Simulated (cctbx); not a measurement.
# What is wrong with this refinement?

Cell a = 8.0450 Å, b = 8.0450 Å, c = 8.0450 Å, α = 90.00°, β = 90.00°, γ = 90.00°; space group F-43m (no. 216). The compound is CaZnGePbO6.

The data are simulated with cctbx, not measured: synchrotron X-rays, λ = 0.6889 Å, to d = 0.7 Å, 80 % of the full sphere, strongest reflection 5000 counts, noise from counting, a 3 % proportional error and a noise floor of 15 counts (s.d.); no absorption.

An anisotropic refinement with weights 1/σ² prints:

```text
Rint 0.051, 111 unique reflections to 0.70 A
cycle     R1     wR2    GooF  max shift (A)
   1  0.1014  0.2199   9.598   0.00258
   3  0.0322  0.0690   3.011   0.00001
final R1 0.0322 wR2 0.0690 GooF 3.011  parameters 8  data/parameter 13.9
atom        x        y        z      Ueq    occ   su(xyz)  su(Uiso or U11)
Pb1    0.00000  0.00000  0.00000   0.0129  1.000  0.00000  0.0004
Ge1    0.50000  0.00000  0.00000   0.0123  1.000  0.00000  0.0007
Zn1    0.25000  0.25000  0.75000   0.1418  1.000  0.00000  0.0092
Sr1    0.25000  0.25000  0.25000   0.0164  1.000  0.00000  0.0009
O1     0.50000  0.00000  0.76184   0.0298  1.000  0.00169  0.0036
difference map: max 1.96 min -2.37 rms 0.40
Q1    0.0000  0.0000  0.0000    4    1.96  0.00 A from Pb1
Q2    0.0583  0.0583  0.0583   16    1.11  0.81 A from Pb1
Q3    0.0609  0.0609  0.9391   16    0.96  0.85 A from Pb1
Q4    0.0000  0.0000  0.5000    4    0.94  0.00 A from Ge1
Q5    0.1244  0.1244  0.1244   16    0.81  1.73 A from Pb1
Q6    0.0018  0.1920  0.3080   48    0.62  1.59 A from O1
```

Q: Accept it or mend it, and why?

Mend it. The fault: wrong element: Sr1 is Ca. Against the right model at the same level, R1 goes from 0.0121 to 0.0322 and GooF from 1.03 to 3.01, U of Zn1 swells from 0.0241 to 0.1418 Å², U of Ge1 shrinks from 0.0183 to 0.0123 Å², the top difference peak, 2.0 e/Å³, lies on Pb1 and a hole of -2.4 e/Å³ opens. Sr1 has 18 electrons too many, yet its U moves the other way: dispersion, the scale or a false minimum can outweigh the electron count.

The compound is CaZnGePbO6. The right model at the same level gives:

```text
Rint 0.051, 111 unique reflections to 0.70 A
cycle     R1     wR2    GooF  max shift (A)
   1  0.0122  0.0237   1.032   0.00003
   2  0.0121  0.0236   1.030   0.00000
final R1 0.0121 wR2 0.0236 GooF 1.030  parameters 8  data/parameter 13.9
atom        x        y        z      Ueq    occ   su(xyz)  su(Uiso or U11)
Pb1    0.00000  0.00000  0.00000   0.0120  1.000  0.00000  0.0001
Ge1    0.50000  0.00000  0.00000   0.0183  1.000  0.00000  0.0003
Zn1    0.25000  0.25000  0.75000   0.0241  1.000  0.00000  0.0010
Ca1    0.25000  0.25000  0.25000   0.0190  1.000  0.00000  0.0014
O1     0.50000  0.00000  0.76147   0.0313  1.000  0.00055  0.0012
Flack x: 0.16(12)
Hooft y: 0.156(91)  Bijvoet pairs: 47
difference map: max 0.54 min -0.34 rms 0.11
Q1    0.1290  0.1290  0.8710   16    0.56  1.69 A from Zn1
Q2    0.0650  0.0650  0.9350   16    0.52  0.91 A from Pb1
Q3    0.0567  0.0567  0.0567   16    0.52  0.79 A from Pb1
Q4    0.0005  0.2058  0.2942   48    0.48  1.68 A from O1
Q5    0.1274  0.1274  0.1274   16    0.31  1.71 A from Ca1
Q6    0.9985  0.0927  0.2621   96    0.28  0.75 A from O1
```

This is a model crystal, built by substitution and not relaxed, with assumed displacement parameters.

[Middle refinement cycles are left out of these outputs.]

[Logs are printed without paths, hosts, clocks, repeated set-up lines and the standing remarks that a program may print on its own settings, such as how far it seeks lower states.]
